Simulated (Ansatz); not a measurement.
# Lattice dynamics of HfCdS3 (model cell, started as cubic perovskite with Hf in the octahedra)

Wanted: vibrations and spectra of HfCdS3 (model cell, started as cubic perovskite with Hf in the octahedra); the cell is already relaxed. After the zone centre comes a 2×2×2 q mesh on a 8×8×8 k mesh.

Main program and level: Ansatz 0.2.0; DFT PBEsol, scalar-relativistic, plane waves, PAW; PAW set soft_1.

The structure was built from a prototype and need not be the compound's stable phase.

## Step 1: The starting structure

It takes space group Pm-3m (No. 221, cubic). The conventional cell has a = 4.884 Å, b = 4.884 Å, c = 4.884 Å, α = 90.00°, β = 90.00°, γ = 90.00°. Nearest to Cd lie 12 S at 3.45 Å. Nearest to Hf lie 6 S at 2.44 Å. Nearest to S lie 2 Hf at 2.44 Å. Farther neighbours and most contacts between anions are not listed.

## Step 2: Zone-centre response

The cell comes from relaxations at this level that are not shown. The zone centre comes first: it holds the modes that light can see, as far as symmetry allows. No field response is asked, since the mesh shows no gap.

input.yaml

```yaml
crystal:
  lattice:
    - [4.883728423, 0.0, 0.0]
    - [0.0, 4.883728423, 0.0]
    - [0.0, 0.0, 4.883728423]
  atoms:
    - { symbol: Cd, position: [0.0, 0.0, 0.0] }
    - { symbol: Hf, position: [0.5, 0.5, 0.5] }
    - { symbol: S, position: [0.5, 0.5, 0.0] }
    - { symbol: S, position: [0.5, 0.0, 0.5] }
    - { symbol: S, position: [0.0, 0.5, 0.5] }
kpoints:
  mp_grid: { grid: [8, 8, 8] }
hamiltonian:
  xc: pbesol
  pseudopotentials: { kind: paw, azcp: { folder: soft_1 }, xc_functional: pbe }
scf:
  occupations: { method: methfessel_paxton, width: 0.2 }
output:
  eigenvalues: true
phonons:
  method: dfpt
```

Started as:

```bash
$ ansatz run input.yaml --threads 4 --pin off --max-ram 16384MiB --backend cpu --events-out ev --progress --plain --runs-dir out
```

Numbers of over 12 decimals in the logs are rounded to 6 here.

What it wrote:

```text
zone centre: on kpoints.mp_grid the ground state, and the responses unless they are solved on pairs of k-points, stand on 125 of the mesh's 512 k-points, reduced under 8 symmetry operations, with k and −k counted as one. Each operation leaves every solved displacement unchanged or reverses it
Engine: ansatz 0.2.0, aarch64-unknown-linux-gnu
Pseudopotentials: kind: paw
Pseudopotential: Cd, paw, valence charge 20, recommended cutoff 420 eV (normal), soft_1/Cd.paw.azcp
Pseudopotential: Hf, paw, valence charge 26, recommended cutoff 420 eV (normal), soft_1/Hf.paw.azcp
Pseudopotential: S, paw, valence charge 6, recommended cutoff 420 eV (normal), soft_1/S.paw.azcp
Functional definition: PBEsol
  exchange = pbesol_x
  correlation = pbesol_c
Crystal: 5 atoms, lattice volume = 116.481 Å³
Basis set: ecut = 420 eV, 2301 PW (Γ), exchange–correlation on 72×72×72 points (8 copies of the dense FFT grid, shifted against one another)
Bands: 39, of which v1, the nominal top of the filled ones, is band 32 counted from 1 (31 counted from 0)
Symmetry: 48 space group operations
k-points: 125 of 512 (irreducible under 8 space group operations)
Non-local potential: Cd, projectors of the file, l = 0: 3, l = 1: 2, l = 2: 2, l = 3: 1
Non-local potential: Hf, projectors of the file, l = 0: 3, l = 1: 2, l = 2: 2, l = 3: 3
Non-local potential: S, projectors of the file, l = 0: 2, l = 1: 2, l = 2: 1
PAW form: soft (Blöchl's): semilocal exchange-correlation on the pseudo side does not see the compensation charge
PAW frozen core: Cd, regenerated for the run's functional, and the local potential with it (the file was generated under x = pbe(κ = 0.804, μ = 0.219515), c = pbe(β = 0.066725))
PAW frozen core: Hf, regenerated for the run's functional, and the local potential with it (the file was generated under x = pbe(κ = 0.804, μ = 0.219515), c = pbe(β = 0.066725))
PAW frozen core: S, regenerated for the run's functional, and the local potential with it (the file was generated under x = pbe(κ = 0.804, μ = 0.219515), c = pbe(β = 0.066725))
PAW one-centre angular grid: Cd, 590 points (default); XC on 64 Gauss nodes
PAW one-centre angular grid: Hf, 590 points (default); XC on 64 Gauss nodes
PAW one-centre angular grid: S, 110 points (default); XC on 64 Gauss nodes
Initial density: superposition of atomic densities (chi_scale 0.1, normalization cell, long waves kept (reshape's long-wave potential 0.00 eV rms))
Initial wavefunctions: pseudopotential atomic-orbital guess
Functional: x = pbesol(κ = 0.804, μ = 0.123457), c = pbesol(β = 0.046)
SCF iter   1: F=—  HF=-26442.508926 eV  |F-HF|=—  |Δ(HF+E_count)|=         —  Δρ=5.07e-2  dr2=7.57e0  ethr=3.10e-3  ⟨swp⟩=6.4  Hψ=20160  notcnv=0
preconditioner: auto → Kerker (q_TF=auto, 2.469 Å⁻¹)  [metal: Δε(μ)=0.045 eV  Ē_g=11.478 eV  σ=0.200 eV  W_gap=0.19  n_scr=26 (ndim 8)  ℏωp=23.8 eV  f_vac=0.006  D(μ)=2.62/eV (n_scr^D=18)]
SCF iter   2: F=—  HF=-26441.421288 eV  |F-HF|=—  |Δ(HF+E_count)|=    1.09e0  S|Δr|=    0.00e0  Δρ=2.90e-2  dr2=3.08e0  ethr=3.10e-3  ⟨swp⟩=2.9  Hψ=9798  notcnv=0  defer=158
SCF iter   3: F=—  HF=-26440.836704 eV  |F-HF|=—  |Δ(HF+E_count)|=   5.85e-1  S|Δr|=    0.00e0  Δρ=1.03e-2  dr2=4.17e-1  ethr=3.10e-3  ⟨swp⟩=2.6  Hψ=10249  notcnv=0  defer=149
SCF iter   4: F=—  HF=-26440.597976 eV  |F-HF|=—  |Δ(HF+E_count)|=   2.39e-1  S|Δr|=    0.00e0  Δρ=6.16e-3  dr2=1.06e-1  ethr=6.52e-4  ⟨swp⟩=2.2  Hψ=10017  notcnv=0  defer=161
SCF iter   5: F=—  HF=-26440.573810 eV  |F-HF|=—  |Δ(HF+E_count)|=   2.42e-2  S|Δr|=    0.00e0  Δρ=1.50e-3  dr2=3.07e-3  ethr=1.66e-4  ⟨swp⟩=2.0  Hψ=5841  notcnv=0  defer=161
SCF iter   6: F=—  HF=-26440.573907 eV  |F-HF|=—  |Δ(HF+E_count)|=   9.64e-5  S|Δr|=    0.00e0  Δρ=5.88e-4  dr2=3.95e-4  ethr=4.80e-6  ⟨swp⟩=2.0  Hψ=8731  notcnv=0  defer=161
SCF iter   7: F=—  HF=-26440.574068 eV  |F-HF|=—  |Δ(HF+E_count)|=   1.61e-4  S|Δr|=    0.00e0  Δρ=3.20e-4  dr2=1.76e-4  ethr=6.17e-7  ⟨swp⟩=2.1  Hψ=8524  notcnv=0  defer=161
SCF iter   8: F=—  HF=-26440.574043 eV  |F-HF|=—  |Δ(HF+E_count)|=   2.47e-5  S|Δr|=    0.00e0  Δρ=9.19e-5  dr2=1.81e-5  ethr=2.76e-7  ⟨swp⟩=2.0  Hψ=8199  notcnv=0  defer=161
SCF iter   9: F=—  HF=-26440.574042 eV  |F-HF|=—  |Δ(HF+E_count)|=   4.12e-7  S|Δr|=    0.00e0  Δρ=2.84e-5  dr2=1.50e-6  ethr=2.83e-8  ⟨swp⟩=2.0  Hψ=8073  notcnv=0  defer=161
SCF iter  10: F=—  HF=-26440.574053 eV  |F-HF|=—  |Δ(HF+E_count)|=   1.07e-5  S|Δr|=    0.00e0  Δρ=7.42e-6  dr2=1.06e-7  ethr=2.34e-9  ⟨swp⟩=2.0  Hψ=5722  notcnv=0  defer=161
SCF iter  11: F=—  HF=-26440.574053 eV  |F-HF|=—  |Δ(HF+E_count)|=   1.55e-8  S|Δr|=    0.00e0  Δρ=2.01e-6  dr2=6.69e-9  ethr=1.65e-10  ⟨swp⟩=2.1  Hψ=6857  notcnv=0  defer=161
SCF iter  12: F=—  HF=-26440.574053 eV  |F-HF|=—  |Δ(HF+E_count)|=  5.06e-10  S|Δr|=    0.00e0  Δρ=4.83e-7  dr2=2.57e-10  ethr=1.04e-11  ⟨swp⟩=2.0  Hψ=7280  notcnv=0  defer=161
SCF iter  13: F=—  HF=-26440.574053 eV  |F-HF|=—  |Δ(HF+E_count)|=  1.27e-10  S|Δr|=    0.00e0  Δρ=9.37e-8  dr2=7.76e-12  ethr=1.00e-12  ⟨swp⟩=12.4  Hψ=32523  notcnv=0
SCF iter  14: F=-26440.574053 eV  HF=-26440.574053 eV  |F-HF|=0.00e0  |Δ(HF+E_count)|=    0.00e0  S|Δr|=    0.00e0  Δρ=3.31e-8  dr2=1.62e-12  ethr=1.00e-12  ⟨swp⟩=5.6  Hψ=20874  notcnv=0
SCF 1 converged in 14 iterations: F = -26440.574053 eV  dr2 = 1.62e-12
  greatest PAW one-centre occupation: 1.000 electrons in one spin orbital (limit 2), on the Cd atom at site 0 (counted from 0), in its partial waves of l = 0
DFPT response loops at Γ: preconditioner auto → Kerker (q_TF=auto, 2.469 Å⁻¹) (partly filled bands, converged f_vac=0.015); β = 1.00, the filter's whole step (`scf.mixing.beta` (0.50) is not read by the response loops under this deck's `scf.mixing.preconditioner`; to damp them name `kerker` or `kerker_dos`, under which they read `scf.mixing.beta`, and type it under 1.00, their step now; both keys bind the ground state too); Broyden in place of MSR1
SCF converged after 14 iterations
Stability not checked: this state was not tested for a lower state beside it, because cold or Methfessel-Paxton smearing, or corrected tetrahedra, fill the levels in a way that the test cannot read (fill_not_monotonic; see scf.lower_state_search)
Free energy (F): -26440.574053 eV
Harris-Foulkes:  -26440.574053 eV  (|F-HF|=0.00e0)
Internal energy: -26440.564385 eV  (E = F + TS)
E sigma→0 (E₀):  -26440.571636 eV
Entropy (-TS):   -0.009668 eV (-1.934 meV/atom)
Fermi energy:    8.091069 eV
--- Per-component energies (eV) ---
  E_band       = -734.916610
  E_kinetic    = 1162.971224
  E_local      = -12586.451498  (includes V_loc(G=0)·N_el)
  E_nonlocal   = 296.972635
  E_hartree    = 5869.836279
  E_xc         = -680.903449
  E_vxc        = -693.684842  (∫ρ·V_xc dr)
  E_paw        = -13386.504434  (= ΣΔE_a)
  E_vpaw       = -654.396998  (= ΣTr[D̂ρ^β])
  E_aug_tail   = 0.000420  (compensation charges beyond the density's cutoff)
  E_ewald      = -7118.264427
  E_core_change = 1.778865  (= ΣΔE_core)
  E_smearing   = -0.009668  (= −TS)
  E_closure    = -0.000000  (closes the sum)
  Σ components = -26440.574053   (vs F -26440.574053, Δ=0.00e0)
--- Band table (eV; the first three rows and the last of 125) ---
  k-point 0: bands = [... 28 lower, 7.0581, 7.0581, 7.6716, 7.6716, 7.6716, 9.0414, 9.0414, 9.0414, ... 3 higher]
  k-point 1: bands = [... 28 lower, 6.8270, 7.0025, 7.5600, 7.5600, 7.5978, 9.0498, 9.5374, 9.5374, ... 3 higher]
  k-point 2: bands = [... 28 lower, 6.3080, 6.8761, 7.5372, 7.5372, 8.1784, 9.0702, 10.4838, 10.4838, ... 3 higher]
  k-point 124: bands = [... 28 lower, 4.1828, 6.6121, 8.3364, 8.3364, 8.3364, 12.2681, 12.2681, 12.2681, ... 3 higher]
--- Phonons (Γ-DFPT): 4 representative perturbations + reference, on 125 of 512 k-points (Σ response iterations 12) ---
  k mesh reduced under 8 symmetry operations, with k and −k counted as one. Each operation leaves every solved displacement unchanged or reverses it
  ASR residual: 3.830e-5 → 0.000e0 eV/Å²; symmetrization residual: 3.365e-6 eV/Å²
  ASR residual per site (eV/Å²): 3.83e-5 8.54e-6 7.13e-6 7.13e-6 7.13e-6
  Γ frequencies (cm⁻¹): -134.87 -134.87 -134.87 -112.33 -112.33 -112.33 -41.86 -41.86 -41.86 0.00 0.00 0.00 364.46 364.46 364.46
  non-analytic LO–TO correction: not included (Born effective charges unavailable; polar crystals: no LO–TO splitting at Γ)
```

It took 68 s on 4 threads of Arm Neoverse V2, shared host; peak memory 1.9 GiB.

Reading the cycles: dr2 is the Hartree energy of the density residual (eV), the measure of convergence; HF is the Harris–Foulkes estimate of the energy, which meets the free energy F at convergence.

Numbers from this step:

| Quantity | Value |
| --- | --- |
| volume per atom | 23.30 Å³ |
| gap on the k-mesh | 0 eV |
| sum-rule residual before enforcement | 3.83e-5 eV/Å² |
| point group | m-3m |
| highest optical mode at the zone centre (no LO-TO term) | 364.5 cm⁻¹ |
| lowest optical zone-centre mode | -134.9 cm⁻¹ |

Patterns of degenerate modes are one choice out of their space. Modes at Γ, with each element's share of the kinetic energy (negative means imaginary):

| mode | frequency (cm⁻¹) | symmetry | Cd % | Hf % | S % |
| --- | --- | --- | --- | --- | --- |
| 1 | -134.9 | T2u | 0 | 0 | 100 |
| 2 | -134.9 | T2u | 0 | 0 | 100 |
| 3 | -134.9 | T2u | 0 | 0 | 100 |
| 4 | -112.3 | T1u | 25 | 3 | 72 |
| 5 | -112.3 | T1u | 25 | 3 | 72 |
| 6 | -112.3 | T1u | 25 | 3 | 72 |
| 7 | -41.9 | T1u | 46 | 45 | 9 |
| 8 | -41.9 | T1u | 46 | 45 | 9 |
| 9 | -41.9 | T1u | 46 | 45 | 9 |
| 10 | 0.0 | acoustic | 29 | 46 | 25 |
| 11 | 0.0 | acoustic | 29 | 46 | 25 |
| 12 | 0.0 | acoustic | 29 | 46 | 25 |
| 13 | 364.5 | T1u | 0 | 6 | 94 |
| 14 | 364.5 | T1u | 0 | 6 | 94 |
| 15 | 364.5 | T1u | 0 | 6 | 94 |

Displacements in mode 3 (-134.9 cm⁻¹), the largest set to 1:
```
Cd1  0.00  0.00  0.00
Hf2  0.00  0.00  0.00
S3   0.01 -0.04  0.00
S4  -0.01  0.00  1.00
S5   0.00  0.04 -1.00
```

Displacements in mode 7 (-41.9 cm⁻¹), the largest set to 1:
```
Cd1  0.00  0.50  1.00
Hf2  0.00 -0.39 -0.78
S3   0.00  0.28 -0.29
S4   0.00 -0.14  0.56
S5   0.00  0.28  0.56
```

Before it was imposed, the acoustic sum rule was missed by 3.8e-5 eV/Å². Small misses are needed for a sound result but don't prove that mesh and cutoff are converged. The lowest optical mode is imaginary, 134.9i cm⁻¹, so the energy falls along it.

[end of part 1 of 2]

[Logs are printed without paths, hosts, clocks, repeated set-up lines and the standing remarks that a program may print on its own settings, such as how far it seeks lower states.]

[Hosts, paths, dates, database ids (printed as entryN), source tags and the programs' standing remarks are cut or masked in the printed files.]
